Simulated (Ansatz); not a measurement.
# Ga5BiPd, from a guessed structure to a relaxed one

Starting from a made-up structure for Ga5BiPd, the aim is the relaxed cell, its shortest contacts and, where a second run follows, its electronic structure.

Calculated with Ansatz 0.2.0; DFT, PBE, plane-wave PAW, files of the set soft_1, scalar-relativistic, no spin, cell and ions relaxed at zero pressure; PAW set soft_1, in the first sound run; inputs show where later runs differ.

### 1. Starting point

It takes space group P4/mmm (No. 123, tetragonal). Conventional cell: a = 4.224 Å, b = 4.224 Å, c = 7.048 Å, α = 90.00°, β = 90.00°, γ = 90.00°. Bi has 12 Ga at 2.99 to 3.04 Å nearest. Pd has 8 Ga at 2.50 Å nearest. Nearest to Ga lie 2 Pd at 2.50 Å and 7 Ga at 2.68 to 3.04 Å and 2 Bi at 3.04 Å. Ga has 4 Bi at 2.99 Å and 8 Ga at 3.04 Å nearest. Farther neighbours are not listed.

### 2. Relaxing cell and atoms

The guessed cell has no reason to be at equilibrium. It is relaxed with the atoms, within the space group of the guess.

The input, input.yaml:

```yaml
crystal:
  lattice:
    - [4.224, 0.0, 0.0]
    - [0.0, 4.224, 0.0]
    - [0.0, 0.0, 7.048]
  atoms:
    - { symbol: Bi, position: [0.0, 0.0, 0.0] }
    - { symbol: Pd, position: [0.0, 0.0, 0.5] }
    - { symbol: Ga, position: [0.0, 0.5, 0.3099] }
    - { symbol: Ga, position: [0.5, 0.0, 0.3099] }
    - { symbol: Ga, position: [0.0, 0.5, 0.6901] }
    - { symbol: Ga, position: [0.5, 0.0, 0.6901] }
    - { symbol: Ga, position: [0.5, 0.5, 0.0] }
kpoints:
  mp_grid: { grid: [6, 6, 4] }
scf:
  occupations: { method: fermi_dirac, width: 0.05 }
hamiltonian:
  xc: pbe
  pseudopotentials: { kind: paw, azcp: { folder: soft_1 } }
relax:
  f_tol: 0.015
  max_steps: 70
  cell: {}
output:
  forces: true
  stress: true
```

On the command line:

```console
$ ansatz run input.yaml --threads 4 --pin off --max-ram 10240MiB --backend cpu --events-out ev --progress --plain --runs-dir out
```

Numbers of over 12 decimals in the logs are rounded to 6 here.

Output:

```text
Engine: ansatz 0.2.0, aarch64-unknown-linux-gnu
Pseudopotentials: kind: paw
Pseudopotential: Bi, paw, valence charge 15, recommended cutoff 420 eV (normal), soft_1/Bi.paw.azcp
Pseudopotential: Pd, paw, valence charge 18, recommended cutoff 420 eV (normal), soft_1/Pd.paw.azcp
Pseudopotential: Ga, paw, valence charge 13, recommended cutoff 420 eV (normal), soft_1/Ga.paw.azcp
Functional definition: PBE
  parameter kappa = 0.804
  parameter beta = 0.066725
  exchange = pbe_x(kappa = kappa, mu = beta*pi^2/3)
  correlation = pbe_c(beta = beta)
Crystal: 7 atoms, lattice volume = 125.752 Å³
Basis set: ecut = 420 eV, 2435 PW (Γ), exchange–correlation on 60×60×96 points (8 copies of the dense FFT grid, shifted against one another)
Bands: 59, of which v1, the nominal top of the filled ones, is band 49 counted from 1 (48 counted from 0)
Symmetry: 16 space group operations
Space group: P4/mmm (ITA 123), of the structure as read, at distance tolerance 5.0e-5 Å
k-points: 30 of 144
Non-local potential: Bi, projectors of the file, l = 0: 2, l = 1: 2, l = 2: 2, l = 3: 1
Non-local potential: Pd, projectors of the file, l = 0: 2, l = 1: 2, l = 2: 2, l = 3: 1
Non-local potential: Ga, projectors of the file, l = 0: 2, l = 1: 2, l = 2: 3, l = 3: 1
PAW form: soft (Blöchl's): semilocal exchange-correlation on the pseudo side does not see the compensation charge
PAW one-centre angular grid: Bi, 590 points (default); XC on 64 Gauss nodes
PAW one-centre angular grid: Pd, 590 points (default); XC on 64 Gauss nodes
PAW one-centre angular grid: Ga, 590 points (default); XC on 64 Gauss nodes
Initial density: superposition of atomic densities (chi_scale 0.1, normalization cell, long waves kept (reshape's long-wave potential 0.06 eV rms))
Initial wavefunctions: pseudopotential atomic-orbital guess
Functional: x = pbe(κ = 0.804, μ = 0.219515), c = pbe(β = 0.066725)
SCF iter   1: F=—  HF=-38295.772773 eV  |F-HF|=—  |Δ(HF+E_count)|=         —  Δρ=2.07e-1  dr2=1.02e2  ethr=3.10e-3  ⟨swp⟩=6.3  Hψ=6027  notcnv=0  defer=7
preconditioner: auto → Kerker (q_TF=auto, 2.617 Å⁻¹)  [metal: Δε(μ)=0.062 eV  Ē_g=16.067 eV  σ=0.050 eV  W_gap=0.30  n_scr=36 (ndim 8)  ℏωp=31.4 eV  f_vac=0.000  D(μ)=4.99/eV (n_scr^D=38)]
SCF iter   2: F=—  HF=-38289.696079 eV  |F-HF|=—  |Δ(HF+E_count)|=    6.08e0  Δρ=1.03e-1  dr2=2.76e1  ethr=3.10e-3  ⟨swp⟩=2.9  Hψ=3840  notcnv=0  defer=65
SCF iter   3: F=—  HF=-38287.216462 eV  |F-HF|=—  |Δ(HF+E_count)|=    2.48e0  Δρ=2.76e-2  dr2=3.03e0  ethr=3.10e-3  ⟨swp⟩=2.9  Hψ=2543  notcnv=0  defer=68
SCF iter   4: F=—  HF=-38286.900090 eV  |F-HF|=—  |Δ(HF+E_count)|=   3.16e-1  Δρ=1.41e-2  dr2=8.29e-1  ethr=3.09e-3  ⟨swp⟩=2.0  Hψ=2199  notcnv=0  defer=70
SCF iter   5: F=—  HF=-38286.809085 eV  |F-HF|=—  |Δ(HF+E_count)|=   9.10e-2  Δρ=6.56e-3  dr2=1.54e-1  ethr=8.46e-4  ⟨swp⟩=2.2  Hψ=3161  notcnv=0  defer=71
SCF iter   6: F=—  HF=-38286.759029 eV  |F-HF|=—  |Δ(HF+E_count)|=   5.01e-2  Δρ=2.28e-3  dr2=2.56e-2  ethr=1.57e-4  ⟨swp⟩=2.1  Hψ=3441  notcnv=0  defer=72
SCF iter   7: F=—  HF=-38286.754560 eV  |F-HF|=—  |Δ(HF+E_count)|=   4.47e-3  Δρ=6.72e-4  dr2=6.87e-4  ethr=2.62e-5  ⟨swp⟩=2.0  Hψ=2226  notcnv=0  defer=72
SCF iter   8: F=—  HF=-38286.754514 eV  |F-HF|=—  |Δ(HF+E_count)|=   4.58e-5  Δρ=1.60e-4  dr2=5.73e-5  ethr=7.01e-7  ⟨swp⟩=2.9  Hψ=3175  notcnv=0  defer=72
SCF iter   9: F=—  HF=-38286.754458 eV  |F-HF|=—  |Δ(HF+E_count)|=   5.64e-5  Δρ=5.88e-5  dr2=9.92e-6  ethr=5.85e-8  ⟨swp⟩=2.0  Hψ=2118  notcnv=0  defer=72
SCF iter  10: F=—  HF=-38286.754461 eV  |F-HF|=—  |Δ(HF+E_count)|=   2.97e-6  Δρ=4.57e-5  dr2=2.53e-6  ethr=1.01e-8  ⟨swp⟩=2.0  Hψ=2901  notcnv=0  defer=72
SCF iter  11: F=—  HF=-38286.754459 eV  |F-HF|=—  |Δ(HF+E_count)|=   2.31e-6  Δρ=1.90e-5  dr2=1.12e-6  ethr=2.58e-9  ⟨swp⟩=2.0  Hψ=2902  notcnv=0  defer=72
SCF iter  12: F=—  HF=-38286.754458 eV  |F-HF|=—  |Δ(HF+E_count)|=   6.06e-8  Δρ=7.91e-6  dr2=1.81e-7  ethr=1.14e-9  ⟨swp⟩=2.0  Hψ=2715  notcnv=0  defer=72
SCF iter  13: F=-38286.754459 eV  HF=-38286.754459 eV  |F-HF|=6.67e-9  |Δ(HF+E_count)|=   1.85e-8  Δρ=2.79e-6  dr2=1.55e-8  ethr=1.02e-10  ⟨swp⟩=4.0  Hψ=5954  notcnv=0
SCF 1 converged in 13 iterations: F = -38286.754459 eV  dr2 = 1.55e-8
  greatest PAW one-centre occupation: 1.000 electrons in one spin orbital (limit 2), on the Pd atom at site 1 (counted from 0), in its partial waves of l = 0
relax step   1: F+E_penalty+E_count = -38286.75445851 eV  Δ(F+E_penalty+E_count) = +0.000e0 eV  max|allowed force component| = 5.114e-1 eV/Å  Δτ_max = 0.0000 Å  P = +14.723 GPa  Ω = 125.752 Å³  (13 SCF iters, dr2 threshold 1.00e-7 eV, accepted)
Crystal: 7 atoms, lattice volume = 141.279 Å³
Basis set: ecut = 420 eV, 2793 PW (Γ), exchange–correlation on 60×60×96 points (8 copies of the dense FFT grid, shifted against one another)
Initial density: handed on by an earlier stage of this run
Initial wavefunctions: those handed on with the density
iter 1 solved again at ethr=5.92e-4 eV; its pass at ethr=3.10e-3 eV (dr2=5.80e-1 eV) is discarded
SCF iter   1: F=—  HF=-38287.670684 eV  |F-HF|=—  |Δ(HF+E_count)|=         —  Δρ=1.43e-2  dr2=5.86e-1  ethr=5.92e-4  ⟨swp⟩=1.8  Hψ=9448  notcnv=0
preconditioner: auto → LDOS  [metal: Δε(μ)=0.007 eV  Ē_g=15.483 eV  σ=0.050 eV  W_gap=0.03  n_scr=38 (ndim 8)  ℏωp=29.6 eV  f_vac=0.011  D(μ)=3.31/eV (n_scr^D=20)  β→1.0]
SCF iter   2: F=—  HF=-38287.576821 eV  |F-HF|=—  |Δ(HF+E_count)|=   9.39e-2  Δρ=4.14e-3  dr2=1.83e-2  ethr=5.92e-4  ⟨swp⟩=2.6  Hψ=2402  notcnv=0
preconditioner: auto → Kerker (q_TF=auto, 2.567 Å⁻¹)  [metal: Δε(μ)=0.034 eV  Ē_g=15.463 eV  σ=0.050 eV  W_gap=0.16  n_scr=38 (ndim 8)  ℏωp=29.6 eV  f_vac=0.010  D(μ)=3.05/eV (n_scr^D=16)  β→0.5]
SCF iter   3: F=—  HF=-38287.572687 eV  |F-HF|=—  |Δ(HF+E_count)|=   4.13e-3  Δρ=1.38e-3  dr2=7.78e-3  ethr=1.87e-5  ⟨swp⟩=2.0  Hψ=3493  notcnv=0  defer=9
SCF iter   4: F=—  HF=-38287.571321 eV  |F-HF|=—  |Δ(HF+E_count)|=   1.37e-3  Δρ=5.70e-4  dr2=5.49e-4  ethr=7.94e-6  ⟨swp⟩=2.0  Hψ=2300  notcnv=0  defer=9
SCF iter   5: F=—  HF=-38287.570998 eV  |F-HF|=—  |Δ(HF+E_count)|=   3.23e-4  Δρ=2.54e-4  dr2=1.05e-4  ethr=5.60e-7  ⟨swp⟩=2.0  Hψ=2891  notcnv=0  defer=9
SCF iter   6: F=—  HF=-38287.570943 eV  |F-HF|=—  |Δ(HF+E_count)|=   5.44e-5  Δρ=1.03e-4  dr2=3.55e-5  ethr=1.07e-7  ⟨swp⟩=2.0  Hψ=2859  notcnv=0  defer=9
SCF iter   7: F=—  HF=-38287.570939 eV  |F-HF|=—  |Δ(HF+E_count)|=   3.86e-6  Δρ=2.98e-5  dr2=1.71e-6  ethr=3.62e-8  ⟨swp⟩=2.0  Hψ=1974  notcnv=0  defer=9
SCF iter   8: F=-38287.570939 eV  HF=-38287.570940 eV  |F-HF|=6.46e-7  |Δ(HF+E_count)|=   6.99e-7  Δρ=1.71e-5  dr2=4.76e-7  ethr=7.14e-10  ⟨swp⟩=5.0  Hψ=7429  notcnv=0
[...]
SCF iter   6: F=-38287.657469 eV  HF=-38287.657470 eV  |F-HF|=3.73e-7  |Δ(HF+E_count)|=   5.98e-6  Δρ=1.67e-5  dr2=4.06e-7  ethr=7.14e-10  ⟨swp⟩=3.8  Hψ=8549  notcnv=0
SCF 3 converged in 6 iterations: F = -38287.657469 eV  dr2 = 4.06e-7
relax step   3: F+E_penalty+E_count = -38287.65746920 eV  Δ(F+E_penalty+E_count) = -8.653e-2 eV  max|allowed force component| = 1.242e-1 eV/Å  Δτ_max = 0.0171 Å  P = +0.848 GPa  Ω = 146.422 Å³  energy of the carried Pulay correction = -6.029e-3 eV  (6 SCF iters, dr2 threshold 7.00e-7 eV, accepted)
[... from here on, the SCF cycles and remarks between the steps are left out ...]
relax step   4: F+E_penalty+E_count = -38287.66810258 eV  Δ(F+E_penalty+E_count) = -1.063e-2 eV  max|allowed force component| = 3.074e-2 eV/Å  Δτ_max = 0.0126 Å  P = +0.072 GPa  Ω = 148.032 Å³  energy of the carried Pulay correction = -6.460e-3 eV  (6 SCF iters, dr2 threshold 7.00e-7 eV, accepted)
relax step   5: F+E_penalty+E_count = -38287.67049753 eV  Δ(F+E_penalty+E_count) = -2.395e-3 eV  max|allowed force component| = 6.370e-3 eV/Å  Δτ_max = 0.0064 Å  P = -0.048 GPa  Ω = 148.179 Å³  energy of the carried Pulay correction = -6.499e-3 eV  (5 SCF iters, dr2 threshold 3.52e-7 eV, accepted)
relax step   6: F+E_penalty+E_count = -38287.67462359 eV  Δ(F+E_penalty+E_count) = -4.126e-3 eV  max|allowed force component| = 2.519e-2 eV/Å  Δτ_max = 0.0050 Å  P = -0.076 GPa  Ω = 148.102 Å³  energy of the carried Pulay correction = -6.479e-3 eV  (6 SCF iters, dr2 threshold 9.76e-8 eV, accepted)
relax step   7: F+E_penalty+E_count = -38287.69339861 eV  Δ(F+E_penalty+E_count) = -1.878e-2 eV  max|allowed force component| = 6.948e-2 eV/Å  Δτ_max = 0.0106 Å  P = -0.110 GPa  Ω = 147.681 Å³  energy of the carried Pulay correction = -6.367e-3 eV  (6 SCF iters, dr2 threshold 2.79e-7 eV, accepted)
relax step   8: F+E_penalty+E_count = -38287.69509836 eV  Δ(F+E_penalty+E_count) = -1.700e-3 eV  max|allowed force component| = 2.904e-2 eV/Å  Δτ_max = 0.0078 Å  P = -0.098 GPa  Ω = 147.708 Å³  energy of the carried Pulay correction = -6.374e-3 eV  (5 SCF iters, dr2 threshold 3.02e-7 eV, accepted)
relax step   9: F+E_penalty+E_count = -38287.69551899 eV  Δ(F+E_penalty+E_count) = -4.206e-4 eV  max|allowed force component| = 2.052e-3 eV/Å  Δτ_max = 0.0061 Å  P = -0.012 GPa  Ω = 147.619 Å³  energy of the carried Pulay correction = -6.350e-3 eV  (5 SCF iters, dr2 threshold 6.57e-8 eV, accepted)
relax step  10: F+E_penalty+E_count = -38287.69560017 eV  Δ(F+E_penalty+E_count) = -8.118e-5 eV  max|allowed force component| = 4.415e-6 eV/Å  Δτ_max = 0.0006 Å  P = +0.001 GPa  Ω = 147.555 Å³  energy of the carried Pulay correction = -6.333e-3 eV  (5 SCF iters, dr2 threshold 7.29e-9 eV, accepted)
relax step  11: F+E_penalty+E_count = -38287.70578655 eV  Δ(F+E_penalty+E_count) = -1.019e-2 eV  max|allowed force component| = 5.256e-4 eV/Å  Δτ_max = 0.0000 Å  P = +0.110 GPa  Ω = 147.555 Å³  stress off target by 3.13e-1 GPa  SCF on the basis re-selected at this cell (its energy is not comparable with the rows above)  (8 SCF iters)
relax step  12: F+E_penalty+E_count = -38287.70637651 eV  Δ(F+E_penalty+E_count) = -5.900e-4 eV  max|allowed force component| = 4.051e-5 eV/Å  Δτ_max = 0.0002 Å  P = +0.023 GPa  Ω = 147.765 Å³  energy of the carried Pulay correction = -5.040e-5 eV  (5 SCF iters, dr2 threshold 2.44e-7 eV, accepted)
relax step  13: F+E_penalty+E_count = -38287.70639371 eV  Δ(F+E_penalty+E_count) = -1.720e-5 eV  max|allowed force component| = 1.894e-5 eV/Å  Δτ_max = 0.0000 Å  P = +0.001 GPa  Ω = 147.820 Å³  energy of the carried Pulay correction = -6.353e-5 eV  (5 SCF iters, dr2 threshold 1.15e-8 eV, accepted)
iter 1 solved again at ethr=5.90e-8 eV; its pass at ethr=3.10e-3 eV (dr2=5.78e-5 eV) is discarded
SCF iter   1: F=—  HF=-38287.706127 eV  |F-HF|=—  |Δ(HF+E_count)|=         —  Δρ=1.60e-4  dr2=7.93e-7  ethr=5.90e-8  ⟨swp⟩=4.0  Hψ=11332  notcnv=0
preconditioner: auto → LDOS  [metal: Δε(μ)=0.031 eV  Ē_g=15.305 eV  σ=0.050 eV  W_gap=0.15  n_scr=38 (ndim 8)  ℏωp=29.0 eV  f_vac=0.012  D(μ)=3.47/eV (n_scr^D=16)  β→1.0]
SCF iter   2: F=—  HF=-38287.706449 eV  |F-HF|=—  |Δ(HF+E_count)|=   3.23e-4  Δρ=3.98e-6  dr2=1.61e-8  ethr=8.09e-10  ⟨swp⟩=2.1  Hψ=2617  notcnv=0
SCF iter   3: F=—  HF=-38287.706449 eV  |F-HF|=—  |Δ(HF+E_count)|=   1.66e-8  Δρ=4.62e-6  dr2=1.94e-8  ethr=1.65e-11  ⟨swp⟩=2.2  Hψ=3024  notcnv=0
SCF iter   4: F=—  HF=-38287.706449 eV  |F-HF|=—  |Δ(HF+E_count)|=   1.96e-8  Δρ=5.04e-7  dr2=4.52e-10  ethr=1.65e-11  ⟨swp⟩=2.0  Hψ=2977  notcnv=0
SCF iter   5: F=—  HF=-38287.706449 eV  |F-HF|=—  |Δ(HF+E_count)|=  2.04e-10  Δρ=2.69e-7  dr2=9.76e-11  ethr=1.00e-12  ⟨swp⟩=4.4  Hψ=6393  notcnv=0
SCF iter   6: F=-38287.706449 eV  HF=-38287.706449 eV  |F-HF|=1.46e-11  |Δ(HF+E_count)|=    0.00e0  Δρ=7.68e-8  dr2=8.55e-12  ethr=1.00e-12  ⟨swp⟩=4.1  Hψ=6322  notcnv=0
SCF 14 converged in 6 iterations: F = -38287.706449 eV  dr2 = 8.55e-12
relax step  14: F+E_penalty+E_count = -38287.70644916 eV  Δ(F+E_penalty+E_count) = -5.545e-5 eV  max|allowed force component| = 1.568e-5 eV/Å  Δτ_max = 0.0000 Å  P = +0.000 GPa  Ω = 147.820 Å³  stress off target by 2.80e-3 GPa  SCF on the basis re-selected at this cell (its energy is not comparable with the rows above)  (6 SCF iters)
basis re-selected at this cell: Δ(F+E_penalty+E_count) = -5.545e-5 eV, ΔP = -0.000 GPa vs the last step (what re-selecting the basis moved, of the pressure what is left beyond the Pulay correction that the steps carried, after the strain that the cell walked since its last selection, with what the two solves' SCF thresholds leave and, on support functions, any second-order correction that the steps lacked; it is no m [...]
SCF converged after 6 iterations
Free energy (F): -38287.706449 eV
Harris-Foulkes:  -38287.706449 eV  (|F-HF|=1.46e-11)
Internal energy: -38287.678781 eV  (E = F + TS)
E sigma→0 (E₀):  -38287.692615 eV
Entropy (-TS):   -0.027669 eV (-3.953 meV/atom)
Fermi energy:    10.499604 eV
--- Per-component energies (eV) ---
  E_band       = -541.899301
  E_kinetic    = 1256.247481
  E_local      = -10735.836123  (includes V_loc(G=0)·N_el)
  E_nonlocal   = 291.651750
  E_hartree    = 5965.706086
  E_xc         = -608.306863
  E_vxc        = -587.008910  (∫ρ·V_xc dr)
  E_paw        = -24399.939721  (= ΣΔE_a)
  E_vpaw       = -2698.365242  (= ΣTr[D̂ρ^β])
  E_aug_tail   = -0.000617  (compensation charges beyond the density's cutoff)
  E_ewald      = -10057.200775
  E_smearing   = -0.027669  (= −TS)
  E_closure    = 0.000000  (closes the sum)
  Σ components = -38287.706449   (vs F -38287.706449, Δ=0.00e0)
--- Forces (eV/Å), atoms counted from 1 ---
  atom   1  Bi     0.00000000    -0.00000000     0.00000000
  atom   2  Pd     0.00000000    -0.00000000     0.00000000
  atom   3  Ga     0.00000000     0.00000000    -0.00001568
  atom   4  Ga     0.00000000     0.00000000    -0.00001568
  atom   5  Ga     0.00000000     0.00000000     0.00001568
  atom   6  Ga     0.00000000     0.00000000     0.00001568
  atom   7  Ga     0.00000000     0.00000000     0.00000000
  max |Σ_I F_I| component: 2.60e-29 eV/Å
--- Stress (GPa, compression-positive) ---
        0.001806       0.000000       0.000000
        0.000000       0.001806       0.000000
        0.000000       0.000000      -0.002804
  P = ⅓ Tr σ = 0.0003 GPa (0.003 kbar)
--- Relaxed structure (12 steps of the walk, 12 accepted, 2 SCFs on fresh bases) ---
  F+E_penalty+E_count = -38287.70644916 eV   max|allowed force component| = 1.568e-5 eV/Å   (the final SCF, on the basis selected at the relaxed cell)
  cell:  # Å, volume = 147.8195 Å³
    - [4.302627, 0, 0.0]
    - [0, 4.302627, 0.0]
    - [0.0, 0.0, 7.984806]
  atoms:
    - { symbol: Bi, position: [0, 0, 0] }
    - { symbol: Pd, position: [0, 0, 0.500000] }
    - { symbol: Ga, position: [0, 0.5, 0.306564] }
    - { symbol: Ga, position: [0.5, 0, 0.306564] }
    - { symbol: Ga, position: [0, 0.5, 0.693436] }
    - { symbol: Ga, position: [0.5, 0, 0.693436] }
    - { symbol: Ga, position: [0.5, 0.5, 0] }
```

The job ended after 84 s (4 threads of Arm Neoverse N1, shared host; peak memory 0.7 GiB; 5.2 min of CPU time).

Relaxation path:

```csv
step,energy less that of the first step (eV),largest force component (eV/Å),pressure (GPa),volume (Å³)
1,0.0000,0.5114,14.72,125.75
2,-0.8165,0.3244,3.50,141.28
3,-0.9030,0.1242,0.85,146.42
4,-0.9136,0.0307,0.07,148.03
5,-0.9160,0.0064,-0.05,148.18
6,-0.9202,0.0252,-0.08,148.10
7,-0.9389,0.0695,-0.11,147.68
8,-0.9406,0.0290,-0.10,147.71
9,-0.9411,0.0021,-0.01,147.62
10,-0.9411,0.0000,0.00,147.56
11*,-0.9513,0.0005,0.11,147.56
12,-0.9519,0.0000,0.02,147.76
13,-0.9519,0.0000,0.00,147.82
14*,-0.9520,0.0000,0.00,147.82
```

Relaxation steps marked * repeat the geometry before them on a plane-wave basis chosen anew for their cell, so energy and pressure can jump there.

Forces are held to the 16 operations that the run works with; a distortion that breaks them can't arise in this run.

```csv
cell as run,before,after,change
a (Å),4.224,4.303,+1.9 %
b (Å),4.224,4.303,+1.9 %
c (Å),7.048,7.985,+13.3 %
volume (Å³/atom),17.96,21.12,+17.5 %
```

The atoms that moved most (Å, as changes of fractional coordinates times the final cell):

```csv
atom,dx,dy,dz,length
Ga6,0.000,0.000,0.027,0.027
Ga5,0.000,0.000,0.027,0.027
Ga4,0.000,0.000,-0.027,0.027
Ga3,0.000,0.000,-0.027,0.027
```

Final coordinates:

```cif
data_structure
_symmetry_space_group_name_H-M 'P 1'
_symmetry_Int_Tables_number 1
_cell_length_a 4.3026
_cell_length_b 4.3026
_cell_length_c 7.9848
_cell_angle_alpha 90.000
_cell_angle_beta 90.000
_cell_angle_gamma 90.000
_cell_volume 147.82
loop_
_atom_site_label
_atom_site_type_symbol
_atom_site_fract_x
_atom_site_fract_y
_atom_site_fract_z
_atom_site_occupancy
Bi1 Bi 0.00000 0.00000 0.00000 1
Pd2 Pd 0.00000 0.00000 0.50000 1
Ga3 Ga 0.00000 0.50000 0.30656 1
Ga4 Ga 0.50000 0.00000 0.30656 1
Ga5 Ga 0.00000 0.50000 0.69344 1
Ga6 Ga 0.50000 0.00000 0.69344 1
Ga7 Ga 0.50000 0.50000 0.00000 1
```

This step gave:

```
free energy             : -38287.7064 eV
energy at zero smearing : -38287.6926 eV
smearing term TS        : 0.02767 eV
Fermi energy            : 10.50 eV
electrons               : 98
symmetry operations     : 16
pressure                : 2.69e-4 GPa
```

Shortest distances by pair of elements, guess and relaxed (not always the same contact):

```csv
pair,guess (Å),relaxed (Å)
Ga–Pd,2.501,2.648
Bi–Ga,2.987,3.042
Ga–Ga,2.680,3.042
Bi–Pd,3.524,3.992
Bi–Bi,4.224,4.303
```

The relaxation ends with a largest force component of 1.6e-5 eV/Å and a pressure of 0.00 GPa.

(Continued in part 2 of 2.)

[Logs are printed without paths, hosts, clocks, repeated set-up lines and the standing remarks that a program may print on its own settings, such as how far it seeks lower states.]

[Hosts, paths, dates, database ids (printed as entryN), source tags and the programs' standing remarks are cut or masked in the printed files.]
